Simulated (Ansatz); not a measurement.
# Phonons of NbH2 (Fm-3m) against volume

Wanted: mode Grüneisen parameters of NbH2 (Fm-3m).

Method: DFT PBEsol, scalar-relativistic, plane waves, PAW, in Ansatz 0.2.0.

This is a report of a sequence of runs, with most program output left out.

## (1) The starting structure

It takes space group Fm-3m (No. 225, cubic). Conventional cell: a = 4.518 Å, b = 4.518 Å, c = 4.518 Å, α = 90.00°, β = 90.00°, γ = 90.00°. Nearest to Nb lie 8 H at 1.96 Å. Nearest to H lie 4 Nb at 1.96 Å. Farther neighbours are not listed.

## (2) Phonons on a q mesh

The cell comes from relaxations at this level that are not shown. Stability and thermal properties need the whole zone. Linear response on a 4×4×4 q mesh gives force constants as far as a supercell of that size would.

input.yaml reads:

```yaml
crystal:
  lattice:
    - [0.0, 2.2588959129, 2.2588959129]
    - [2.2588959129, 0.0, 2.2588959129]
    - [2.2588959129, 2.2588959129, 0.0]
  atoms:
    - { symbol: Nb, position: [0.0, 0.0, 0.0] }
    - { symbol: H, position: [0.25, 0.25, 0.25] }
    - { symbol: H, position: [0.75, 0.75, 0.75] }
kpoints:
  mp_grid: { grid: [16, 16, 16] }
hamiltonian:
  xc: pbesol
scf:
  occupations: { method: methfessel_paxton, width: 0.15 }
output:
  eigenvalues: true
phonons:
  method: dfpt
  qmesh: [4, 4, 4]
  temperatures: { t_max: 1000, t_step: 50 }
  qpath:
    path:
      - [[0.0, 0.0, 0.0], [0.5, 0.0, 0.5], [0.625, 0.25, 0.625]]
      - [[0.375, 0.375, 0.75], [0.0, 0.0, 0.0], [0.5, 0.5, 0.5], [0.5, 0.25, 0.75], [0.5, 0.0, 0.5]]
    npoints: 10
```

Run with:

```
$ ansatz run input.yaml --threads 4 --pin off --max-ram 7168MiB --backend cpu --events-out ev --progress --plain --runs-dir out
```

The job ended after 3 min (4 threads of Arm Neoverse V2, shared host; peak memory 2.6 GiB).

This step gave:

```yaml
volume_per_atom: 7.684 Å³
gap_on_the_k_mesh: 0 eV
sum_rule_residual_before_enforcement: 1.08e-5 eV/Å²
lowest_frequency_on_the_path: 0 cm⁻¹
point_group: m-3m
highest_frequency_on_the_path_or_at_a_solved_wavevector: 1402 cm⁻¹
mean_frequency: 895.7 cm⁻¹
debye_temperature_second_moment: 1926 K
logarithmic_mean_frequency: 627.7 cm⁻¹
highest_optical_mode_at_the_zone_centre_no_lo_to_term: 1299 cm⁻¹
lowest_optical_zone_centre_mode: 1111 cm⁻¹
lowest_mode_on_the_q_mesh_acoustic_modes_at_gamma_apart: 93.39 cm⁻¹
zero_point_energy_per_atom: 166.6 meV
heat_capacity_at_300_k: 9.359 J/(mol atoms K)
vibrational_entropy_at_300_k: 11.25 J/(mol atoms K)
edges_of_the_widest_gap_between_branches_on_path_and_mesh: 228.1, 1107 cm⁻¹
```

Frequencies (cm⁻¹) solved at each irreducible wavevector; negative means imaginary. Frequencies by wavevector, by row:

```csv
q in reciprocal lattice units,star,mode 1,mode 2,mode 3,mode 4,mode 5,mode 6,mode 7,mode 8,mode 9
0 0 0,1,0,0,0,1111,1111,1111,1298,1298,1298
0 0 0.25,8,93.4,93.4,171.2,1133,1133,1224,1310,1318,1318
0 0 -0.5,4,143.7,143.7,204.9,1178,1178,1280,1308,1308,1316
0 0.25 0.25,6,118.2,118.2,191.6,1128,1128,1243,1297,1339,1339
0 0.25 -0.5,24,158.3,161.5,205.8,1200,1213,1225,1310,1310,1364
0 0.25 -0.25,12,132.2,146.2,205.7,1181,1194,1249,1291,1319,1342
0 -0.5 -0.5,3,171,171,228.1,1191,1269,1269,1295,1295,1376
0.25 -0.5 -0.25,6,157.3,200.5,200.5,1190,1257,1278,1278,1287,1402
```

Symmetry leaves 8 wavevectors to solve. The lowest mode among them, the acoustic zeros apart, lies at q = (0, 0, 0.25) and is real, 93.4 cm⁻¹.

## (3) Relaxing at another volume, volume ratio 0.97

The volume is scaled by 0.97 and held; symmetry leaves nothing to relax, so this is a single point. The modes can then be followed against volume.

input.yaml, the sections that differ from step 2:

```yaml
crystal:
  lattice:
    - [0.0, 2.2360772223, 2.2360772223]
    - [2.2360772223, 0.0, 2.2360772223]
    - [2.2360772223, 2.2360772223, 0.0]
  atoms:
    - { symbol: Nb, position: [0.0, 0.0, 0.0] }
    - { symbol: H, position: [0.25, 0.25, 0.25] }
    - { symbol: H, position: [0.75, 0.75, 0.75] }
output:
  forces: true
  stress: true
  eigenvalues: true
  write_density: true
  write_potential: true
  elf: true
  volumetric_format: npy
# kpoints, hamiltonian, scf: as in step 2
# phonons: removed
```

It took 0.78 s on 4 threads; peak memory 0.32 GiB; 2.5 s of CPU time.

This step gave:

| Property | Result |
| --- | --- |
| pressure | 6.222 GPa |
| volume per atom | 7.454 Å³ |

ELF in the ac plane of a cell with a along [110], b along [-110] and c along [001] of the cube at fractional y = 0.000, with atoms of Nb and H within 0.2 Å of it. It is the smooth field of the valence electrons, not physical close to the nuclei.

Ten even steps from '0' (0.18) to '9' (0.97), each cell a mean:
```
463021155463021155
641375235641375235
101799401101799401
003798510003798510
012455310012455310
011111110011111110
011222211011222211
012577410012577410
003899510003899510
421698213421698213
652253146652253146
164010264164010264
```
Columns run along a (6.3 Å), rows up along c (4.5 Å), edges of the conventional cell, whose origin can differ from the input's. Atoms in or near the plane, at fractional coordinates: Nb at (0.00, 0.00), Nb at (0.50, 0.00), H at (0.25, 0.25), H at (0.75, 0.25), H at (0.25, 0.75), H at (0.75, 0.75).

Valence density in the ac plane of a cell with a along [110], b along [-110] and c along [001] of the cube at fractional y = 0.000, with atoms of Nb and H within 0.2 Å of it. It is the smooth field of the valence electrons, not physical close to the nuclei.

Values in e/Å³, 7 rows by 16 columns, each cell a mean:
```
4.3 2.8 0.8 0.4 0.4 0.5 1.8 3.9 4.3 2.8 0.8 0.4 0.4 0.5 1.8 3.9
0.7 0.5 0.4 1.0 1.3 0.6 0.4 0.6 0.7 0.5 0.4 1.0 1.3 0.6 0.4 0.6
0.1 0.2 0.2 0.4 0.5 0.3 0.2 0.1 0.1 0.2 0.2 0.4 0.5 0.3 0.2 0.1
0.1 0.1 0.2 0.2 0.3 0.2 0.1 0.1 0.1 0.1 0.2 0.2 0.3 0.2 0.1 0.1
0.2 0.2 0.3 0.6 0.8 0.4 0.2 0.2 0.2 0.2 0.3 0.6 0.8 0.4 0.2 0.2
1.3 0.8 0.5 0.8 1.1 0.5 0.6 1.1 1.3 0.8 0.5 0.8 1.1 0.5 0.6 1.1
4.7 3.5 1.0 0.3 0.3 0.5 2.2 4.6 4.7 3.5 1.0 0.3 0.3 0.5 2.2 4.6
```
Columns run along a (6.3 Å), rows up along c (4.5 Å), edges of the conventional cell, whose origin can differ from the input's. Atoms in or near the plane, at fractional coordinates: Nb at (0.00, 0.00), Nb at (0.50, 0.00), H at (0.25, 0.25), H at (0.75, 0.25), H at (0.25, 0.75), H at (0.75, 0.75).

Electrostatic potential energy in the ac plane of a cell with a along [110], b along [-110] and c along [001] of the cube at fractional y = 0.000, with atoms of Nb and H within 0.2 Å of it. With pseudopotentials it is smooth inside the atoms' cores, unlike the true potential.

Values in eV, 7 rows by 16 columns, each cell a mean:
```
-55 -34  -1  12  13   7 -19 -49 -55 -34  -1  12  13   7 -19 -49
  1   7  11  -9 -22   8  10   3   1   7  11  -9 -22   8  10   3
 18  18  16  11   9  15  17  18  18  18  16  11   9  15  17  18
 19  18  17  15  15  16  18  19  19  18  17  15  15  16  18  19
 16  17  16   5  -1  13  16  16  16  17  16   5  -1  13  16  16
-11   0   9  -4 -14   8   5  -7 -11   0   9  -4 -14   8   5  -7
-63 -43  -5  12  14   5 -26 -58 -63 -43  -5  12  14   5 -26 -58
```
Columns run along a (6.3 Å; values clipped at the 3rd and 97th percentile), rows up along c (4.5 Å), edges of the conventional cell, whose origin can differ from the input's. Atoms in or near the plane, at fractional coordinates: Nb at (0.00, 0.00), Nb at (0.50, 0.00), H at (0.25, 0.25), H at (0.75, 0.25), H at (0.25, 0.75), H at (0.75, 0.75).

## (4) Phonons at the other volume, volume ratio 0.97

The phonons are repeated at this volume on the same k and q meshes.

input.yaml, the sections that differ from step 3:

```yaml
output:
  eigenvalues: true
phonons:
  method: dfpt
  qmesh: [4, 4, 4]
  temperatures: { t_max: 1000, t_step: 50 }
  qpath:
    path:
      - [[0.0, 0.0, 0.0], [0.5, 0.0, 0.5], [0.625, 0.25, 0.625]]
      - [[0.375, 0.375, 0.75], [0.0, 0.0, 0.0], [0.5, 0.5, 0.5], [0.5, 0.25, 0.75], [0.5, 0.0, 0.5]]
    npoints: 10
# crystal, kpoints, hamiltonian, scf: as in step 3
```

Elapsed: 3.1 min, on 4 threads; peak memory 2.6 GiB.

Numbers from this step:

```yaml
sum_rule_residual_before_enforcement: 1.03e-5 eV/Å²
highest_frequency_on_the_path_or_at_a_solved_wavevector: 1448 cm⁻¹
mean_frequency: 930.1 cm⁻¹
debye_temperature_second_moment: 2000 K
logarithmic_mean_frequency: 651.3 cm⁻¹
highest_optical_mode_at_the_zone_centre_no_lo_to_term: 1346 cm⁻¹
lowest_optical_zone_centre_mode: 1163 cm⁻¹
lowest_mode_on_the_q_mesh_acoustic_modes_at_gamma_apart: 94.59 cm⁻¹
zero_point_energy_per_atom: 173.0 meV
heat_capacity_at_300_k: 9.11 J/(mol atoms K)
vibrational_entropy_at_300_k: 10.93 J/(mol atoms K)
edges_of_the_widest_gap_between_branches_on_path_and_mesh: 242.7, 1159 cm⁻¹
```

Frequencies (cm⁻¹) solved at each irreducible wavevector; negative means imaginary. Frequencies by wavevector, by row:

```csv
q in reciprocal lattice units,star,mode 1,mode 2,mode 3,mode 4,mode 5,mode 6,mode 7,mode 8,mode 9
0 0 0,1,0,0,0,1163,1163,1163,1346,1346,1346
0 0 0.25,8,94.6,94.6,179.6,1184,1184,1272,1358,1365,1365
0 0 -0.5,4,146.8,146.8,219,1228,1228,1328,1357,1357,1365
0 0.25 0.25,6,121.2,121.2,200.9,1177,1177,1292,1346,1386,1386
0 0.25 -0.5,24,162.4,166.5,218.4,1247,1263,1275,1357,1358,1412
0 0.25 -0.25,12,133.4,152.3,217,1232,1243,1298,1338,1366,1390
0 -0.5 -0.5,3,176.5,176.5,242.7,1241,1319,1319,1341,1341,1422
0.25 -0.5 -0.25,6,160.2,211.2,211.2,1239,1308,1326,1326,1334,1448
```

The highest optical mode at the zone centre (no LO-TO term) is 1345.7 cm⁻¹, +47.1 cm⁻¹ against the base run.

## (5) Relaxing at another volume, volume ratio 1.03

The volume is scaled by 1.03 and held; symmetry leaves nothing to relax, so this is a single point. The modes can then be followed against volume.

input.yaml, the sections that differ from step 4:

```yaml
crystal:
  lattice:
    - [0.0, 2.2812626736, 2.2812626736]
    - [2.2812626736, 0.0, 2.2812626736]
    - [2.2812626736, 2.2812626736, 0.0]
  atoms:
    - { symbol: Nb, position: [0.0, 0.0, 0.0] }
    - { symbol: H, position: [0.25, 0.25, 0.25] }
    - { symbol: H, position: [0.75, 0.75, 0.75] }
output:
  forces: true
  stress: true
  eigenvalues: true
# kpoints, hamiltonian, scf: as in step 4
# phonons: removed
```

Run time: 0.61 s. Hardware: 4 threads; peak memory 0.32 GiB; 1.9 s of CPU time.

Numbers from this step:

```yaml
pressure: -5.346 GPa
volume_per_atom: 7.915 Å³
```

The run ends at a pressure of -5.35 GPa.

## (6) Phonons at the other volume, volume ratio 1.03

input.yaml, the sections that differ from step 5:

```yaml
output:
  eigenvalues: true
phonons:
  method: dfpt
  qmesh: [4, 4, 4]
  temperatures: { t_max: 1000, t_step: 50 }
  qpath:
    path:
      - [[0.0, 0.0, 0.0], [0.5, 0.0, 0.5], [0.625, 0.25, 0.625]]
      - [[0.375, 0.375, 0.75], [0.0, 0.0, 0.0], [0.5, 0.5, 0.5], [0.5, 0.25, 0.75], [0.5, 0.0, 0.5]]
    npoints: 10
# crystal, kpoints, hamiltonian, scf: as in step 5
```

Elapsed: 3.1 min, on 4 threads; peak memory 2.7 GiB.

Numbers from this step:

```yaml
sum_rule_residual_before_enforcement: 3.50e-5 eV/Å²
highest_frequency_on_the_path_or_at_a_solved_wavevector: 1357 cm⁻¹
mean_frequency: 862.7 cm⁻¹
debye_temperature_second_moment: 1856 K
logarithmic_mean_frequency: 604.8 cm⁻¹
highest_optical_mode_at_the_zone_centre_no_lo_to_term: 1254 cm⁻¹
lowest_optical_zone_centre_mode: 1061 cm⁻¹
lowest_mode_on_the_q_mesh_acoustic_modes_at_gamma_apart: 92.08 cm⁻¹
zero_point_energy_per_atom: 160.4 meV
heat_capacity_at_300_k: 9.626 J/(mol atoms K)
vibrational_entropy_at_300_k: 11.60 J/(mol atoms K)
edges_of_the_widest_gap_between_branches_on_path_and_mesh: 214.1, 1058 cm⁻¹
```

The highest optical mode at the zone centre (no LO-TO term) is 1253.6 cm⁻¹, -44.9 cm⁻¹ against the base run.

## (7) Grüneisen parameters

The Grüneisen parameter of a mode is minus the logarithmic change of its frequency with volume, −d ln ω / d ln V; weighted by heat capacity it gives the expansion.

This step gave:

* bulk modulus: 192.7 GPa

Phonon branches along the path, in cm⁻¹:

```csv
point,branch 1,branch 2,branch 3,branch 4,branch 5,branch 6,branch 7,branch 8,branch 9
Γ,0,0,0,1111,1111,1111,1298,1298,1298
halfway,118,118,192,1128,1128,1243,1297,1339,1339
X,171,171,228,1191,1269,1269,1295,1295,1376
halfway,170,174,222,1193,1265,1269,1286,1296,1383
U,167,184,203,1202,1250,1262,1270,1300,1391
jump to K,167,184,203,1202,1250,1262,1270,1300,1391
halfway,104,113,195,1142,1163,1272,1276,1301,1341
Γ,0,0,0,1111,1111,1111,1298,1298,1298
halfway,93,93,171,1133,1133,1224,1310,1318,1318
L,144,144,205,1178,1178,1280,1308,1308,1316
halfway,152,170,200,1205,1213,1232,1299,1306,1364
W,157,200,200,1190,1257,1278,1278,1287,1402
halfway,164,182,217,1192,1262,1272,1288,1290,1389
X,171,171,228,1191,1269,1269,1295,1295,1376
```

The same for volume x 0.97:

```csv
point,branch 1,branch 2,branch 3,branch 4,branch 5,branch 6,branch 7,branch 8,branch 9
Γ,0,0,0,1163,1163,1163,1346,1346,1346
X,176,176,243,1241,1319,1319,1341,1341,1422
U,171,191,215,1252,1300,1308,1319,1347,1438
K,171,191,215,1252,1300,1308,1319,1347,1438
Γ,0,0,0,1163,1163,1163,1346,1346,1346
L,147,147,219,1228,1228,1328,1357,1357,1365
W,160,211,211,1239,1308,1326,1326,1334,1448
X,176,176,243,1241,1319,1319,1341,1341,1422
```

The same for volume x 1.03:

```csv
point,branch 1,branch 2,branch 3,branch 4,branch 5,branch 6,branch 7,branch 8,branch 9
Γ,0,0,0,1061,1061,1061,1254,1254,1254
X,165,165,214,1143,1220,1220,1250,1250,1331
U,162,176,192,1154,1202,1217,1224,1255,1346
K,162,176,192,1154,1202,1217,1224,1255,1346
Γ,0,0,0,1061,1061,1061,1254,1254,1254
L,140,140,191,1130,1130,1234,1262,1262,1270
W,154,190,190,1143,1208,1232,1232,1242,1357
X,165,165,214,1143,1220,1220,1250,1250,1331
```

Mode Grueneisen parameter -dln(w)/dln(V), modes matched by rank; at Γ the acoustic branches take the value of a neighbouring point of the path. Mode grüneisen parameters along the path, in :

```csv
point,branch 1,branch 2,branch 3,branch 4,branch 5,branch 6,branch 7,branch 8,branch 9
Γ,0.00,0.00,1.31,1.54,1.54,1.54,1.18,1.18,1.18
halfway,0.86,0.86,1.58,1.43,1.43,1.27,1.24,1.14,1.14
X,1.09,1.09,2.09,1.38,1.29,1.29,1.17,1.17,1.11
halfway,1.06,1.14,2.05,1.37,1.30,1.28,1.18,1.18,1.11
U,0.92,1.38,1.94,1.35,1.32,1.20,1.25,1.19,1.10
jump to K,0.92,1.38,1.94,1.35,1.32,1.20,1.25,1.19,1.10
halfway,0.11,0.94,1.69,1.45,1.40,1.23,1.21,1.17,1.16
Γ,-0.08,0.28,1.29,1.54,1.54,1.54,1.18,1.18,1.18
halfway,0.45,0.45,1.60,1.47,1.47,1.29,1.20,1.16,1.16
L,0.74,0.74,2.27,1.37,1.37,1.22,1.20,1.20,1.20
halfway,0.66,1.24,2.04,1.29,1.35,1.28,1.21,1.18,1.13
W,0.65,1.75,1.75,1.34,1.32,1.23,1.23,1.19,1.09
halfway,0.88,1.33,2.01,1.36,1.30,1.27,1.19,1.18,1.10
X,1.09,1.09,2.09,1.38,1.29,1.29,1.17,1.17,1.11
```

(dS/dlnV)/C_V. Thermodynamic Grueneisen parameter against temperature:

```csv
temperature (K),thermodynamic Grueneisen parameter
50,0.896
100,1.10
150,1.15
200,1.17
250,1.18
300,1.20
350,1.20
400,1.21
450,1.22
500,1.22
550,1.22
600,1.23
650,1.23
700,1.23
750,1.23
800,1.23
850,1.23
900,1.23
950,1.23
1000,1.23
```

Gamma C_V/(B V) at the static volume. The volume expansion by temperature:

```csv
temperature (K),volume expansion (1e-6/K)
50,2.04
100,6.63
150,8.76
200,9.94
250,11.1
300,12.5
350,14.3
400,16.1
450,17.9
500,19.6
550,21.1
600,22.5
650,23.7
700,24.8
750,25.7
800,26.5
850,27.3
900,27.9
950,28.5
1000,29.0
```

## (8) Results

* bulk modulus: 193 GPa
* thermodynamic Grüneisen parameter at 300 K: 1.195
* volume expansion at 300 K, estimated: 12.54 × 10⁻⁶ K⁻¹

What this shows: By this estimate the volume grows by 12.5 × 10⁻⁶ per kelvin at 300 K. The highest optical mode at Γ goes from 1346 to 1254 cm⁻¹ as the cell grows, a Grüneisen parameter of 1.18. Mode parameters on the path run from -0.08 to 2.3, with a median of 1.2. Branches are matched by rank, so values near crossings are rough. The expansion is the Grüneisen estimate at the static volume, with the static bulk modulus. With no gap, or one that is small against the smearing, the frequencies hang on the k mesh and the smearing, most of all near Kohn anomalies. The phonon runs are without spin polarisation, although the cell has an odd electron count.

[Logs are printed without paths, hosts, clocks, repeated set-up lines and the standing remarks that a program may print on its own settings, such as how far it seeks lower states.]

[Hosts, paths, dates, database ids (printed as entryN), source tags and the programs' standing remarks are cut or masked in the printed files.]
